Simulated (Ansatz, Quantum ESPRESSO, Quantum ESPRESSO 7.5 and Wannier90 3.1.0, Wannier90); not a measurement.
**Ballistic channels from Wannier functions: straight Li chain, spacing 2.95 Å**

Wanted: localised orbitals and the quantum conductance of this wire: straight Li chain, spacing 2.95 Å.

Method: plane-wave DFT, PBE, GBRV ultrasoft pseudopotentials (cross-check by Ansatz 0.2.0 with PAW datasets), in Quantum ESPRESSO 7.5 and Wannier90 3.1.0.

**1. The starting structure**

The cell holds 1 atom: 1 Li. Its edges and angles: a = 8.000 Å, b = 8.000 Å, c = 2.950 Å, α = 90.0°, β = 90.0°, γ = 90.0°. Vacuum lies along a and b. The structure's axis is c.

**2. SCF with pw.x**

scf.in reads:

```
&control
  prefix = 'scf'
  outdir = './out'
  pseudo_dir = './pseudo'
  calculation = 'scf'
  tprnfor = .true.
/
&system
  ibrav = 0
  nat = 1
  ntyp = 1
  ecutwfc = 34
  ecutrho = 170
  occupations = 'smearing'
  smearing = 'mv'
  degauss = 0.005
/
&electrons
  conv_thr = 1e-07
  mixing_beta = 0.4
  electron_maxstep = 120
  mixing_mode = 'local-TF'
/
ATOMIC_SPECIES
  Li  6.9400  li_pbe_v1.4.uspp.F.UPF
CELL_PARAMETERS angstrom
  8.00000000000000 0.00000000000000 0.00000000000000
  0.00000000000000 8.00000000000000 0.00000000000000
  0.00000000000000 0.00000000000000 2.95000000000000
ATOMIC_POSITIONS crystal
  Li  0.000000000000 0.000000000000 0.000000000000
K_POINTS automatic
  1 1 24 0 0 0
```

On the command line:

```
> OMP_NUM_THREADS=1 mpirun -n 2 pw.x -nk 2 -in scf.in > scf.out
```

The log of the run:

```text
Program PWSCF v.7.5 starts
[citation notice left out]

     Parallel version (MPI & OpenMP), running on       2 processor cores
     Number of MPI processes:                 2
     Threads/MPI process:                     1

     MPI processes distributed on     1 nodes
[...]
Current dimensions of program PWSCF are:
     Max number of different atomic species (ntypx) = 10
     Max number of k-points (npk) =  40000
     Max angular momentum in pseudopotentials (lmaxx) =  4
     Message from routine setup:
     using ibrav=0 with symmetry is DISCOURAGED, use correct ibrav instead

     K-points division:     npool     =       2
     Subspace diagonalization in iterative solution of the eigenvalue problem:
     a serial algorithm will be used

     G-vector sticks info
     --------------------
     sticks:   dense  smooth     PW     G-vecs:    dense   smooth      PW
     Sum        3093    2469    749                47659    34097    5687

     Using Slab Decomposition

     bravais-lattice index     =            0
     lattice parameter (alat)  =      15.1178  a.u.
     unit-cell volume          =    1274.0856 (a.u.)^3
     number of atoms/cell      =            1
     number of atomic types    =            1
     number of electrons       =         3.00
     number of Kohn-Sham states=            6
     kinetic-energy cutoff     =      34.0000  Ry
     charge density cutoff     =     170.0000  Ry
     scf convergence threshold =      1.0E-07
     mixing beta               =       0.4000
     number of iterations used =            8  local-TF  mixing
     Exchange-correlation=  SLA  PW   PBX  PBC
                           (   1   4   3   4   0   0   0)

     celldm(1)=  15.117809  celldm(2)=   0.000000  celldm(3)=   0.000000
     celldm(4)=   0.000000  celldm(5)=   0.000000  celldm(6)=   0.000000

     crystal axes: (cart. coord. in units of alat)
               a(1) = (   1.000000   0.000000   0.000000 )
               a(2) = (   0.000000   1.000000   0.000000 )
               a(3) = (   0.000000   0.000000   0.368750 )

     reciprocal axes: (cart. coord. in units 2 pi/alat)
               b(1) = (  1.000000  0.000000  0.000000 )
               b(2) = (  0.000000  1.000000  0.000000 )
               b(3) = (  0.000000  0.000000  2.711864 )

     PseudoPot. # 1 for Li read from file:
     ./pseudo/li_pbe_v1.4.uspp.F.UPF
     Pseudo is Ultrasoft, Zval =  3.0
     Generated by new atomic code, or converted to UPF format
     Using radial grid of  751 points,  5 beta functions with:
                l(1) =   0
                l(2) =   0
                l(3) =   0
                l(4) =   1
                l(5) =   1
     Q(r) pseudized with 10 coefficients,  rinner =    1.150   1.150   1.150

     atomic species   valence    mass     pseudopotential
     Li                3.00     6.94000     Li( 1.00)

     16 Sym. Ops., with inversion, found

   Cartesian axes

     site n.     atom                  positions (alat units)
         1        Li     tau(   1) = (   0.0000000   0.0000000   0.0000000  )

     number of k points=    13  Marzari-Vanderbilt smearing, width (Ry)=  0.0050
                       cart. coord. in units 2pi/alat
        k(    1) = (   0.0000000   0.0000000   0.0000000), wk =   0.0833333
        k(    2) = (   0.0000000   0.0000000   0.1129944), wk =   0.1666667
        k(    3) = (   0.0000000   0.0000000   0.2259887), wk =   0.1666667
        k(    4) = (   0.0000000   0.0000000   0.3389831), wk =   0.1666667
        k(    5) = (   0.0000000   0.0000000   0.4519774), wk =   0.1666667
        k(    6) = (   0.0000000   0.0000000   0.5649718), wk =   0.1666667
        k(    7) = (   0.0000000   0.0000000   0.6779661), wk =   0.1666667
        k(    8) = (   0.0000000   0.0000000   0.7909605), wk =   0.1666667
        k(    9) = (   0.0000000   0.0000000   0.9039548), wk =   0.1666667
        k(   10) = (   0.0000000   0.0000000   1.0169492), wk =   0.1666667
[...]
k(   13) = (   0.0000000   0.0000000  -1.3559322), wk =   0.0833333

     Dense  grid:    47659 G-vectors     FFT dimensions: (  64,  64,  24)

     Smooth grid:    34097 G-vectors     FFT dimensions: (  60,  60,  24)

     Estimated max dynamical RAM per process >      50.92 MB

     Estimated total dynamical RAM >      90.20 MB

     Initial potential from superposition of free atoms

     starting charge       2.5493, renormalised to       3.0000

     negative rho (up, down):  5.899E-06 0.000E+00
     Starting wfcs are    5 randomized atomic wfcs +    1 random wfcs

     total cpu time spent up to now is        1.7 secs

     per-process dynamical memory:    28.5 Mb

     Self-consistent Calculation

     iteration #  1     ecut=    34.00 Ry     beta= 0.40
     Davidson diagonalization with overlap
     ethr =  1.00E-02,  avg # of iterations =  8.5

     negative rho (up, down):  2.296E-04 0.000E+00

     total cpu time spent up to now is        2.3 secs

     total energy              =     -14.47688695 Ry
     estimated scf accuracy    <       0.19713837 Ry

     iteration #  2     ecut=    34.00 Ry     beta= 0.40
[...]
negative rho (up, down):  1.885E-03 0.000E+00

[...]
total energy              =     -14.38579165 Ry
     estimated scf accuracy    <       0.12015114 Ry

     iteration #  3     ecut=    34.00 Ry     beta= 0.40
[...]
negative rho (up, down):  1.016E-03 0.000E+00

[...]
total energy              =     -14.39683159 Ry
     estimated scf accuracy    <       0.00551640 Ry

     iteration #  4     ecut=    34.00 Ry     beta= 0.40
[...]
negative rho (up, down):  4.984E-04 0.000E+00

[...]
total energy              =     -14.39816003 Ry
     estimated scf accuracy    <       0.00035438 Ry

     iteration #  5     ecut=    34.00 Ry     beta= 0.40
[...]
negative rho (up, down):  2.429E-07 0.000E+00

[...]
total energy              =     -14.39839185 Ry
     estimated scf accuracy    <       0.00003877 Ry

     iteration #  6     ecut=    34.00 Ry     beta= 0.40
[...]
total energy              =     -14.39839513 Ry
     estimated scf accuracy    <       0.00000732 Ry

     iteration #  7     ecut=    34.00 Ry     beta= 0.40
[...]
total energy              =     -14.39839788 Ry
     estimated scf accuracy    <       0.00000093 Ry

     iteration #  8     ecut=    34.00 Ry     beta= 0.40
[...]
total energy              =     -14.39839802 Ry
     estimated scf accuracy    <       0.00000056 Ry

     iteration #  9     ecut=    34.00 Ry     beta= 0.40
[...]
End of self-consistent calculation

          k = 0.0000 0.0000 0.0000 (  4231 PWs)   bands (ev):

   -50.7899  -3.6097  -1.2002  -1.2002   0.2318   0.9016

          k = 0.0000 0.0000 0.1130 (  4231 PWs)   bands (ev):

   -50.7898  -3.5872  -1.1707  -1.1707   0.2571   0.9316

          k = 0.0000 0.0000 0.2260 (  4251 PWs)   bands (ev):

   -50.7894  -3.5200  -1.0823  -1.0823   0.3328   1.0217

          k = 0.0000 0.0000 0.3390 (  4259 PWs)   bands (ev):

   -50.7887  -3.4090  -0.9350  -0.9350   0.4578   1.1716

          k = 0.0000 0.0000 0.4520 (  4255 PWs)   bands (ev):

   -50.7878  -3.2554  -0.7290  -0.7290   0.6303   1.3817

          k = 0.0000 0.0000 0.5650 (  4266 PWs)   bands (ev):

   -50.7869  -3.0616  -0.4648  -0.4648   0.8462   1.6518

[...]
the Fermi energy is    -2.8215 ev

!    total energy              =     -14.39839825 Ry
     estimated scf accuracy    <       0.00000002 Ry
     smearing contrib. (-TS)   =      -0.00013643 Ry
     internal energy E=F+TS    =     -14.39826183 Ry

     The total energy is F=E-TS. E is the sum of the following terms:
     one-electron contribution =     -15.97612299 Ry
     hartree contribution      =       6.23425704 Ry
     xc contribution           =      -3.27176262 Ry
     ewald contribution        =      -1.38463326 Ry

     convergence has been achieved in   9 iterations

     Forces acting on atoms (cartesian axes, Ry/au):

     atom    1 type  1   force =     0.00000000    0.00000000    0.00000000

     Total force =     0.000000     Total SCF correction =     0.000000

[...]
=------------------------------------------------------------------------------=
   JOB DONE.
=------------------------------------------------------------------------------=
```

It took 6.5 s on 2 MPI ranks of AMD EPYC 7R43, shared host; peak memory 0.19 GiB.

Numbers from this step:

```
free energy  : -195.9002 eV
Fermi energy : -2.821 eV
```

The program's own clock; routines nest. Time by routine:

```csv
routine,wall time (s),calls
PWSCF,5.62,1
electrons,3.92,1
c_bands,2.03,9
init_run,1.46,1
h_psi,1.2,279
fftw,1.17,2576
vloc_psi,1.16,279
cegterg,0.98,63
ffts,0.85,831
mix_rho,0.8,9
potinit,0.51,1
sum_band,0.5,9
fft,0.49,130
hinit0,0.47,1
```

The run needed 9 iterations to bring the estimated error under 1e-07 Ry.

**3. Full uniform mesh without symmetry**

Wannier90 needs the states on a whole uniform mesh, listed point by point, without symmetry.

nscf.in reads:

```
&control
  prefix = 'nscf'
  outdir = './out'
  pseudo_dir = './pseudo'
  calculation = 'nscf'
/
&system
  ibrav = 0
  nat = 1
  ntyp = 1
  ecutwfc = 34
  ecutrho = 170
  occupations = 'smearing'
  smearing = 'mv'
  degauss = 0.005
  nosym = .true.
  noinv = .true.
  nbnd = 8
/
&electrons
  conv_thr = 1e-09
  mixing_beta = 0.4
  electron_maxstep = 120
  mixing_mode = 'local-TF'
  diago_full_acc = .true.
/
ATOMIC_SPECIES
  Li  6.9400  li_pbe_v1.4.uspp.F.UPF
CELL_PARAMETERS angstrom
  8.00000000000000 0.00000000000000 0.00000000000000
  0.00000000000000 8.00000000000000 0.00000000000000
  0.00000000000000 0.00000000000000 2.95000000000000
ATOMIC_POSITIONS crystal
  Li  0.000000000000 0.000000000000 0.000000000000
K_POINTS crystal
12
  0.0000000000 0.0000000000 0.0000000000 0.0833333333
  0.0000000000 0.0000000000 0.0833333333 0.0833333333
  0.0000000000 0.0000000000 0.1666666667 0.0833333333
  0.0000000000 0.0000000000 0.2500000000 0.0833333333
  0.0000000000 0.0000000000 0.3333333333 0.0833333333
  0.0000000000 0.0000000000 0.4166666667 0.0833333333
  0.0000000000 0.0000000000 0.5000000000 0.0833333333
  0.0000000000 0.0000000000 0.5833333333 0.0833333333
  0.0000000000 0.0000000000 0.6666666667 0.0833333333
  0.0000000000 0.0000000000 0.7500000000 0.0833333333
  0.0000000000 0.0000000000 0.8333333333 0.0833333333
  0.0000000000 0.0000000000 0.9166666667 0.0833333333
```

On the command line:

```
> cp -r out/scf.save out/nscf.save
> cp out/scf.xml out/nscf.xml
> OMP_NUM_THREADS=1 mpirun -n 2 pw.x -nk 1 -in nscf.in > nscf.out
```

The log of the run:

```text
[banner, memory and clock lines left out]
Program PWSCF v.7.5 starts
[citation notice left out]

[...]
bravais-lattice index     =            0
     lattice parameter (alat)  =      15.1178  a.u.
     unit-cell volume          =    1274.0856 (a.u.)^3
     number of atoms/cell      =            1
     number of atomic types    =            1
     number of electrons       =         3.00
     number of Kohn-Sham states=            8
     kinetic-energy cutoff     =      34.0000  Ry
     charge density cutoff     =     170.0000  Ry
     Exchange-correlation=  SLA  PW   PBX  PBC
                           (   1   4   3   4   0   0   0)

[...]
PseudoPot. # 1 for Li read from file:
     ./pseudo/li_pbe_v1.4.uspp.F.UPF
     Pseudo is Ultrasoft, Zval =  3.0
     Generated by new atomic code, or converted to UPF format
     Using radial grid of  751 points,  5 beta functions with:
                l(1) =   0
                l(2) =   0
                l(3) =   0
                l(4) =   1
                l(5) =   1
     Q(r) pseudized with 10 coefficients,  rinner =    1.150   1.150   1.150

     atomic species   valence    mass     pseudopotential
     Li                3.00     6.94000     Li( 1.00)

     No symmetry found

[...]
number of k points=    12  Marzari-Vanderbilt smearing, width (Ry)=  0.0050
[...]
Dense  grid:    47659 G-vectors     FFT dimensions: (  64,  64,  24)

     Smooth grid:    34097 G-vectors     FFT dimensions: (  60,  60,  24)

     The potential is recalculated from file :
     ./out/nscf.save/charge-density

     Starting wfcs are    5 randomized atomic wfcs +    3 random wfcs

     Band Structure Calculation
     Davidson diagonalization with overlap
     c_bands:  1 eigenvalues not converged
     c_bands:  2 eigenvalues not converged

     ethr =  3.33E-11,  avg # of iterations = 98.8

     End of band structure calculation

          k = 0.0000 0.0000 0.0000 (  4231 PWs)   bands (ev):

   -50.7880  -3.6091  -1.1996  -1.1996   0.2316   0.9017   2.5478   2.7534

          k = 0.0000 0.0000 0.2260 (  4251 PWs)   bands (ev):

   -50.7875  -3.5195  -1.0817  -1.0817   0.3326   1.0217   2.6677   2.8722

[...]
the Fermi energy is    -2.8210 ev
     (compare with:    -2.8215 eV, computed in scf)

[...]
```

The job ended after 5.1 s (2 MPI ranks; peak memory 0.12 GiB; 9.7 s of CPU time).

The program's own clock; routines nest. Time by routine:

```csv
routine,wall time (s),calls
PWSCF,4.3,1
electrons,3.58,1
c_bands,3.58,1
cegterg,3.51,63
h_psi,2.96,1261
vloc_psi,2.84,1261
fftw,2.58,10590
init_run,0.6,1
potinit,0.31,1
ffts,0.28,1
interpolate,0.28,1
hinit0,0.25,1
fft,0.23,12
cdiaghg,0.08,1198
```

[end of part 1 of 5]

[Logs are printed without paths, hosts, clocks, repeated set-up lines and the standing remarks that a program may print on its own settings, such as how far it seeks lower states.]

[Hosts, paths, dates, database ids (printed as entryN), source tags and the programs' standing remarks are cut or masked in the printed files.]

[Maps of the electrostatic potential energy from Ansatz leave out the sawtooth potential of an applied field or a dipole correction, so their vacuum need not be flat; planar profiles and work functions include it.]
